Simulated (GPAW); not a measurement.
# Zn K-edge XANES of ZnNi3C (Pm-3m)

What does one-electron theory with a core hole give for the Zn K edge of ZnNi3C (Pm-3m)?

Calculated with GPAW 26.7.0; X-ray absorption from dipole matrix elements to empty bands, plane-wave PAW LDA.

Report form: the programs' logs are mostly left out.

### Step 1. Set-up

Symmetry: Pm-3m, No. 221, cubic system. The conventional cell has a = 3.766 Å, b = 3.766 Å, c = 3.766 Å, α = 90.00°, β = 90.00°, γ = 90.00°. Nearest to Zn lie 12 Ni at 2.66 Å. Nearest to Ni lie 2 C at 1.88 Å and 8 Ni at 2.66 Å and 4 Zn at 2.66 Å. Nearest to C lie 6 Ni at 1.88 Å. Farther neighbours are not listed.

As a file:

```
Zn Ni C
1.0
     3.76625    0.00000    0.00000
     0.00000    3.76625    0.00000
     0.00000    0.00000    3.76625
Zn Ni C
1 3 1
Direct
  0.00000 0.00000 0.00000
  0.50000 0.00000 0.50000
  0.50000 0.50000 0.00000
  0.00000 0.50000 0.50000
  0.50000 0.50000 0.50000
```

### Step 2. The field without a hole

The ground state comes first: it tells whether the system has a gap, which decides how the excited electron is treated.

Contents of scf.py:

```python
import numpy as np
from ase import Atoms
from ase.parallel import parprint, paropen
from gpaw import GPAW, PW, FermiDirac, Mixer, MixerDif, setup_paths
from gpaw.test import gen
setup_paths.insert(0, '.')
gen('Zn', name='nch1s', xcname='LDA', corehole=(1, 0, 0), write_xml=True)
from gpaw.mpi import world
world.barrier()

atoms = Atoms('ZnNi3C',
    cell=[[3.766253, 0, 0],
     [0, 3.766253, 0],
     [0, 0, 3.766253]],
    scaled_positions=[[0, 0, 0],
     [0.5, 0, 0.5],
     [0.5, 0.5, 0],
     [0, 0.5, 0.5],
     [0.5, 0.5, 0.5]],
    magmoms=[0.0, 2.0, 2.0, 2.0, 0.0],
    pbc=True)
atoms.calc = calc = GPAW(legacy_gpaw=True, mode=PW(430, force_complex_dtype=True), xc='LDA', setups={0: 'nch1s'},
    kpts={'size': (7, 7, 7), 'gamma': True}, occupations=FermiDirac(0.05),
    charge=0, mixer=MixerDif(0.05, 8, 50), maxiter=150,
    convergence={'density': 0.0001, 'eigenstates': 1e-6}, txt='scf.txt')
energy = atoms.get_potential_energy() + calc.get_reference_energy()
ef = calc.get_fermi_level()
out = dict(energy=energy, fermi=ef, forces=atoms.get_forces().tolist(), magmoms=atoms.get_magnetic_moments().tolist())
parprint(f'all-electron energy {energy:.4f} eV, Fermi level {ef:.4f} eV')
ev = np.array([[calc.get_eigenvalues(k, s) for k in range(len(calc.get_ibz_k_points()))] for s in range(calc.get_number_of_spins())])
out['homo'], out['lumo'], out['counts'] = ev[ev < ef].max(), ev[ev > ef].min(), sorted(set((ev < ef).sum((0, 2)).tolist()))
out['filled'] = (ev[:, 0] < ef).sum(1).tolist()
import json
with paropen('out.json', 'w') as f:
    json.dump(out, f)
```

The run is started by

```sh
OMP_NUM_THREADS=1 mpirun -n 4 gpaw python scf.py
```

The job ended after 15 s (4 MPI ranks of Intel Xeon Platinum 8488C (Sapphire Rapids), shared host; peak memory 0.26 GiB).

The mesh shows no gap, so the system is treated as a metal and the core electron is put at the Fermi level (neutral cell).

### Step 3. Spectrum without a core hole, Zn atom 1

Without a hole the spectrum is the empty density of states of the right symmetry on the absorber, weighted by matrix elements. It needs only the small cell and serves as the baseline. The data set with a hole of occupation 0 only carries the core orbital.

The absorber has 12 Ni at 2.66 Å (cuboctahedral, site symmetry m-3m).

Contents of xas.py:

```python
import numpy as np
from ase import Atoms
from ase.parallel import parprint, paropen
from gpaw import GPAW, PW, FermiDirac, Mixer, MixerDif, setup_paths
from gpaw.test import gen
setup_paths.insert(0, '.')
gen('Zn', name='nch1s', xcname='LDA', corehole=(1, 0, 0), write_xml=True)
from gpaw.mpi import world
world.barrier()

atoms = Atoms('ZnNi3C',
    cell=[[3.766253, 0, 0],
     [0, 3.766253, 0],
     [0, 0, 3.766253]],
    scaled_positions=[[0, 0, 0],
     [0.5, 0, 0.5],
     [0.5, 0.5, 0],
     [0, 0.5, 0.5],
     [0.5, 0.5, 0.5]],
    magmoms=[0.0, 2.0, 2.0, 2.0, 0.0],
    pbc=True)
atoms.calc = calc = GPAW(legacy_gpaw=True, mode=PW(430, force_complex_dtype=True), xc='LDA', setups={0: 'nch1s'},
    kpts={'size': (9, 9, 9), 'gamma': True}, occupations=FermiDirac(0.1),
    charge=0, mixer=MixerDif(0.05, 8, 50), maxiter=150,
    convergence={'density': 0.0001, 'eigenstates': 1e-6}, txt='scf.txt')
energy = atoms.get_potential_energy() + calc.get_reference_energy()
ef = calc.get_fermi_level()
out = dict(energy=energy, fermi=ef, forces=atoms.get_forces().tolist(), magmoms=atoms.get_magnetic_moments().tolist())
parprint(f'all-electron energy {energy:.4f} eV, Fermi level {ef:.4f} eV')
ev = np.array([[calc.get_eigenvalues(k, s) for k in range(len(calc.get_ibz_k_points()))] for s in range(calc.get_number_of_spins())])
out['homo'], out['lumo'], out['counts'] = ev[ev < ef].max(), ev[ev > ef].min(), sorted(set((ev < ef).sum((0, 2)).tolist()))
out['filled'] = (ev[:, 0] < ef).sum(1).tolist()

from ase.units import Ha
from gpaw.xas import dipole_matrix_elements
nb = int(calc.get_number_of_electrons() / 2) + 50
top = nb
nscf = calc.fixed_density(kpts={'size': (7, 7, 7), 'gamma': True},
    convergence={'eigenstates': 1.0}, txt='nscf.txt')
nscf.diagonalize_full_hamiltonian(nbands=nb)
cell = atoms.cell.array
ops = [cell.T @ U.T @ np.linalg.inv(cell.T) for U in nscf.wfs.kd.symmetry.op_scc]
E = np.arange(-25, 34, 0.1)
fwhm = np.interp(E, [4, 25], [1.67, 3.5])
Y, X, zero, highest = 0, 0, 1e9, 1e9
for spin in range(nscf.get_number_of_spins()):
    wfs = nscf.wfs
    mine = wfs.bd.get_slice()  # this rank's bands
    A = dipole_matrix_elements(wfs.setups[0])
    eps = np.zeros((wfs.kd.nibzkpts, nb))
    d = np.zeros((3, A.shape[1], wfs.kd.nibzkpts, nb), complex)
    for kpt in wfs.kpt_u:
        if kpt.s == spin and 0 in kpt.P_ani:
            eps[kpt.k, mine] = kpt.eps_n * Ha
            d[:, :, kpt.k, mine] = (kpt.weight * wfs.nspins / 2) ** 0.5 * np.inner(A, kpt.P_ani[0])
    world.sum(eps)
    world.sum(d)
    T = np.einsum('amkn,bmkn->abkn', d, d.conj()).real
    T = sum(np.einsum('ai,ijkn,bj->abkn', R, T, R) for R in ops) / len(ops)
    empty = eps > ef
    zero, highest = min(zero, eps[empty].min()), min(highest, eps[:, top - 1].min())
    lines = [(eps, T, empty)] if spin == 0 else lines + [(eps, T, empty)]
for eps, T, empty in lines:
    f = np.einsum('aakn->akn', T).reshape(3, -1)
    x = eps.ravel() - zero
    w = np.interp(x, E, fwhm) / 2.35482
    g = np.exp(-0.5 * ((E[:, None] - x) / w) ** 2) / (w * (2 * np.pi) ** 0.5)
    Y = Y + (f * empty.ravel()) @ g.T
    X = X + (f * ~empty.ravel()) @ g.T
out.update(E=E.round(2).tolist(), xas=Y.tolist(), xes=X.tolist(), zero=zero, valid=highest - zero, nk=len(eps), nb=nb)
for i in range(0, len(E), 10):
    parprint(f'{E[i]:7.2f}', *(f'{v:10.3e}' for v in Y[:, i]))
import json
with paropen('out.json', 'w') as f:
    json.dump(out, f)
```

The run is started by

```sh
OMP_NUM_THREADS=1 mpirun -n 4 gpaw python xas.py
```

It took 46 s on 4 MPI ranks; peak memory 0.44 GiB.

The Zn K spectrum, Zn atom 1, no core hole (energy from the lowest empty level; intensity scaled to a mean of 1 over the first 20 eV):

| E (eV) | intensity |
| --- | --- |
| -2.0 | 0.00 |
| -1.5 | 0.00 |
| -1.0 | 0.02 |
| -0.5 | 0.05 |
| 0.0 | 0.10 |
| 0.5 | 0.13 |
| 1.0 | 0.16 |
| 1.5 | 0.19 |
| 2.0 | 0.25 |
| 2.5 | 0.40 |
| 3.0 | 0.69 |
| 3.5 | 1.10 |
| 4.0 | 1.48 |
| 4.5 | 1.66 |
| 5.0 | 1.61 |
| 5.5 | 1.42 |
| 6.0 | 1.16 |
| 6.5 | 0.87 |
| 7.0 | 0.62 |
| 7.5 | 0.44 |
| 8.0 | 0.36 |
| 8.5 | 0.35 |
| 9.0 | 0.38 |
| 9.5 | 0.43 |
| 10.0 | 0.48 |
| 10.5 | 0.53 |
| 11.0 | 0.57 |
| 11.5 | 0.61 |
| 12.0 | 0.64 |
| 12.5 | 0.72 |
| 13.0 | 0.85 |
| 13.5 | 1.01 |
| 14.0 | 1.19 |
| 14.5 | 1.36 |
| 15.0 | 1.53 |
| 15.5 | 1.71 |
| 16.0 | 1.88 |
| 16.5 | 2.00 |
| 17.0 | 2.04 |
| 17.5 | 1.97 |
| 18.0 | 1.82 |
| 18.5 | 1.64 |
| 19.0 | 1.50 |
| 19.5 | 1.40 |
| 20.0 | 1.34 |
| 20.5 | 1.28 |
| 21.0 | 1.18 |
| 21.5 | 1.06 |
| 22.0 | 0.93 |
| 22.5 | 0.82 |
| 23.0 | 0.74 |
| 23.5 | 0.70 |
| 24.0 | 0.68 |
| 24.5 | 0.67 |
| 25.0 | 0.66 |
| 25.5 | 0.64 |
| 26.0 | 0.62 |
| 26.5 | 0.60 |
| 27.0 | 0.57 |
| 27.5 | 0.55 |
| 28.0 | 0.54 |
| 28.5 | 0.53 |
| 29.0 | 0.53 |
| 29.5 | 0.54 |
| 30.0 | 0.55 |
| 30.5 | 0.56 |
| 31.0 | 0.56 |
| 31.5 | 0.58 |
| 32.0 | 0.60 |

Main maxima below 30 eV (height): 4.6 eV (1.67) and 17.0 eV (2.04). A K edge sees empty p states on the absorber.

The same matrix elements for filled bands give the Zn K emission of Zn atom 1 (ground-state approximation; energy from the lowest empty level, largest value 1):

```
E (eV)  emission
-24.00      0.00
-23.25      0.00
-22.50      0.00
-21.75      0.00
-21.00      0.00
-20.25      0.00
-19.50      0.00
-18.75      0.00
-18.00      0.00
-17.25      0.00
-16.50      0.00
-15.75      0.00
-15.00      0.00
-14.25      0.00
-13.50      0.01
-12.75      0.01
-12.00      0.01
-11.25      0.00
-10.50      0.00
 -9.75      0.00
 -9.00      0.01
 -8.25      0.03
 -7.50      0.08
 -6.75      0.11
 -6.00      0.12
 -5.25      0.13
 -4.50      0.29
 -3.75      0.73
 -3.00      1.00
 -2.25      0.71
 -1.50      0.36
 -0.75      0.21
  0.00      0.15
  0.75      0.06
  1.50      0.01
  2.25      0.00
  3.00      0.00
```

Emission maxima: -3.0 eV (1.00).

### Step 4. Supercell without a hole, the energy reference

The photon energy needs a difference of total energies, so the cell and mesh of the coming hole run are first run without a hole.

scf.py, as its differences from that of step 2:

```diff
@@ -10,15 +10,20 @@
 
-atoms = Atoms('ZnNi3C',
-    cell=[[3.766253, 0, 0],
-     [0, 3.766253, 0],
-     [0, 0, 3.766253]],
+atoms = Atoms('Zn2Ni6C2',
+    cell=[[3.766253, 0, 3.766253],
+     [0, 3.766253, 3.766253],
+     [0, -3.766253, 3.766253]],
     scaled_positions=[[0, 0, 0],
+     [0, 0.5, 0.5],
+     [0.5, 0, 0],
+     [0.5, 0.5, 0.5],
      [0.5, 0, 0.5],
      [0.5, 0.5, 0],
-     [0, 0.5, 0.5],
-     [0.5, 0.5, 0.5]],
-    magmoms=[0.0, 2.0, 2.0, 2.0, 0.0],
+     [0, 0.5, 0],
+     [0, 0, 0.5],
+     [0.5, 0.25, 0.75],
+     [0.5, 0.75, 0.25]],
+    magmoms=[0.0, 0.0, 2.0, 2.0, 2.0, 2.0, 2.0, 2.0, 0.0, 0.0],
     pbc=True)
 atoms.calc = calc = GPAW(legacy_gpaw=True, mode=PW(430, force_complex_dtype=True), xc='LDA', setups={0: 'nch1s'},
-    kpts={'size': (7, 7, 7), 'gamma': True}, occupations=FermiDirac(0.05),
+    kpts={'size': (7, 7, 7), 'gamma': True}, occupations=FermiDirac(0.1),
     charge=0, mixer=MixerDif(0.05, 8, 50), maxiter=150,
```

The run is started by

```sh
OMP_NUM_THREADS=1 mpirun -n 4 gpaw python scf.py
```

Elapsed: 60 s, on 4 MPI ranks; peak memory 0.45 GiB.

Reference energy: -347492.163 eV with the cores included.

### Step 5. Spectrum with XCH, Zn atom 1

The holes are 5.3 Å apart. In GPAW the data set carries the hole's charge, so charge=0 means a charged cell and charge=-1 a neutral one. The excited electron is kept in the cell, where it fills the lowest empty states and screens the hole. After the field has converged, empty bands are computed with the density fixed and the dipole matrix elements are summed.

xas.py, as its differences from that of step 3:

```diff
@@ -6,3 +6,3 @@
 setup_paths.insert(0, '.')
-gen('Zn', name='nch1s', xcname='LDA', corehole=(1, 0, 0), write_xml=True)
+gen('Zn', name='fch1s', xcname='LDA', corehole=(1, 0, 1), write_xml=True)
 from gpaw.mpi import world
@@ -10,16 +10,21 @@
 
-atoms = Atoms('ZnNi3C',
-    cell=[[3.766253, 0, 0],
-     [0, 3.766253, 0],
-     [0, 0, 3.766253]],
+atoms = Atoms('Zn2Ni6C2',
+    cell=[[3.766253, 0, 3.766253],
+     [0, 3.766253, 3.766253],
+     [0, -3.766253, 3.766253]],
     scaled_positions=[[0, 0, 0],
+     [0, 0.5, 0.5],
+     [0.5, 0, 0],
+     [0.5, 0.5, 0.5],
      [0.5, 0, 0.5],
      [0.5, 0.5, 0],
-     [0, 0.5, 0.5],
-     [0.5, 0.5, 0.5]],
-    magmoms=[0.0, 2.0, 2.0, 2.0, 0.0],
+     [0, 0.5, 0],
+     [0, 0, 0.5],
+     [0.5, 0.25, 0.75],
+     [0.5, 0.75, 0.25]],
+    magmoms=[0.0, 0.0, 2.0, 2.0, 2.0, 2.0, 2.0, 2.0, 0.0, 0.0],
     pbc=True)
-atoms.calc = calc = GPAW(legacy_gpaw=True, mode=PW(430, force_complex_dtype=True), xc='LDA', setups={0: 'nch1s'},
-    kpts={'size': (9, 9, 9), 'gamma': True}, occupations=FermiDirac(0.1),
-    charge=0, mixer=MixerDif(0.05, 8, 50), maxiter=150,
+atoms.calc = calc = GPAW(legacy_gpaw=True, mode=PW(430, force_complex_dtype=True), xc='LDA', setups={0: 'fch1s'},
+    kpts={'size': (7, 7, 7), 'gamma': True}, occupations=FermiDirac(0.1),
+    charge=-1, mixer=MixerDif(0.05, 8, 50), maxiter=150,
     convergence={'density': 0.0001, 'eigenstates': 1e-6}, txt='scf.txt')
@@ -35,10 +40,9 @@
 from gpaw.xas import dipole_matrix_elements
-nb = int(calc.get_number_of_electrons() / 2) + 50
-top = nb
-nscf = calc.fixed_density(kpts={'size': (7, 7, 7), 'gamma': True},
-    convergence={'eigenstates': 1.0}, txt='nscf.txt')
-nscf.diagonalize_full_hamiltonian(nbands=nb)
+nb = int(calc.get_number_of_electrons() / 2) + 97
+top, nb = nb, nb + 8 + nb // 12
+nscf = calc.fixed_density(kpts={'size': (7, 7, 7), 'gamma': True}, nbands=nb,
+    convergence={'bands': top, 'eigenstates': 5e-3}, maxiter=60, txt='nscf.txt')
 cell = atoms.cell.array
 ops = [cell.T @ U.T @ np.linalg.inv(cell.T) for U in nscf.wfs.kd.symmetry.op_scc]
-E = np.arange(-25, 34, 0.1)
+E = np.arange(-6, 34, 0.1)
 fwhm = np.interp(E, [4, 25], [1.67, 3.5])
```

The run is started by

```sh
OMP_NUM_THREADS=1 mpirun -n 4 gpaw python xas.py
```

Wall time 2.2 min (4 MPI ranks); peak memory 0.62 GiB.

The Zn K spectrum, Zn atom 1, excited-electron core hole (neutral cell) (energy from the lowest empty level; intensity scaled to a mean of 1 over the first 20 eV):

```csv
E (eV),intensity
-2.00,0.00
-1.25,0.01
-0.50,0.04
0.25,0.12
1.00,0.24
1.75,0.50
2.50,1.03
3.25,1.72
4.00,1.87
4.75,1.38
5.50,0.89
6.25,0.53
7.00,0.33
7.75,0.32
8.50,0.41
9.25,0.51
10.00,0.59
10.75,0.67
11.50,0.78
12.25,0.97
13.00,1.25
13.75,1.53
14.50,1.74
15.25,1.82
16.00,1.74
16.75,1.53
17.50,1.29
18.25,1.10
19.00,0.96
19.75,0.86
20.50,0.75
21.25,0.64
22.00,0.57
22.75,0.54
23.50,0.53
24.25,0.53
25.00,0.50
25.75,0.47
26.50,0.45
27.25,0.44
28.00,0.45
28.75,0.48
29.50,0.50
30.25,0.52
31.00,0.55
31.75,0.61
```

Main maxima below 30 eV (height): 3.8 eV (1.92) and 15.2 eV (1.82). 

The total-energy difference is 9640.67 eV.

### Step 6. With and without the hole

Both curves are counted from their own zero, so only the shift of weight within the empty states shows.

```csv
E (eV),no hole,XCH
-2.0,0.00,0.00
-1.0,0.02,0.01
0.0,0.10,0.09
1.0,0.16,0.24
2.0,0.25,0.63
3.0,0.69,1.51
4.0,1.48,1.87
5.0,1.61,1.20
6.0,1.16,0.64
7.0,0.62,0.33
8.0,0.36,0.35
9.0,0.38,0.48
10.0,0.48,0.59
11.0,0.57,0.70
12.0,0.64,0.90
13.0,0.85,1.25
14.0,1.19,1.61
15.0,1.53,1.82
16.0,1.88,1.74
17.0,2.04,1.45
18.0,1.82,1.15
19.0,1.50,0.96
20.0,1.34,0.83
21.0,1.18,0.68
22.0,0.93,0.57
23.0,0.74,0.54
24.0,0.68,0.53
25.0,0.66,0.50
26.0,0.62,0.46
27.0,0.57,0.44
28.0,0.54,0.45
29.0,0.53,0.48
30.0,0.55,0.51
31.0,0.56,0.55
32.0,0.60,0.63
```

With each curve scaled to its own mean, the area from −2 to 6 eV with the hole is 5.9 against 4.9, and the centre of weight from −1 to 20 eV moves by -1.0 eV: the hole pulls the absorber's empty states down.

### Step 7. Outcome

| Quantity | Value |
| --- | --- |
| absorber and edge | Zn K, atom 1 of the ground-state input (counted from 1) |
| surroundings | 12 Ni at 2.66 Å (cuboctahedral, site symmetry m-3m) |
| highest intensity below 24 eV | 3.8 eV above the zero, height 1.92 |
| photon energy of the zero (spin-polarised hole, raw) | 9640.7 eV (LDA puts this hole about 19 eV below PBE, itself good to a few eV) |

What this shows: The Zn K edge of atom 1, with 12 Ni at 2.66 Å (cuboctahedral, site symmetry m-3m), has its highest intensity of the first 24 eV at 3.8 eV above the zero, near 9644 eV in photon energy (LDA puts this hole about 19 eV below PBE, itself good to a few eV), 1.9 times the mean level of the first 20 eV (Gaussian full width 1.67 eV up to 4 eV, rising linearly to 3.5 eV at 25 eV). With each curve scaled to its own mean, the area from −2 to 6 eV with the hole is 5.9 against 4.9, and the centre of weight from −1 to 20 eV moves by -1.0 eV: the hole pulls the absorber's empty states down. The hole lies in one spin channel, while the script sums the empty states of both and takes the lower zero; where the two channels are split, this blurs and shifts the curve. The script folds with a Gaussian, whereas the core hole's own line is a Lorentzian, so the onset is too steep and the first peak too high. The starting moments shrank to 0.00 μB or less, so this is hardly a magnetic state. The holes are only 5.3 Å apart, so the shape is probably not converged with cell size; no larger cell was run here. Lifetime broadening is put in by hand, and intensities beyond about 20 eV depend on it and on the partial waves; weight that the partial waves miss at high energy is lost. The structure is a computed Materials Project entry and may be a hypothetical form.

[Logs are printed without paths, hosts, clocks, repeated set-up lines and the standing remarks that a program may print on its own settings, such as how far it seeks lower states.]

[Hosts, paths, dates, database ids (printed as entryN), source tags and the programs' standing remarks are cut or masked in the printed files.]

[Lists of maxima count a maximum above −3 eV only where it reaches 4 % of the highest in the window and stands out from its surroundings by 2 % of it (1.5 % where it reaches 55 %); shoulders and weaker maxima are passed over, and of the rest the first, up to two pre-edge ones and the few strongest are named.]
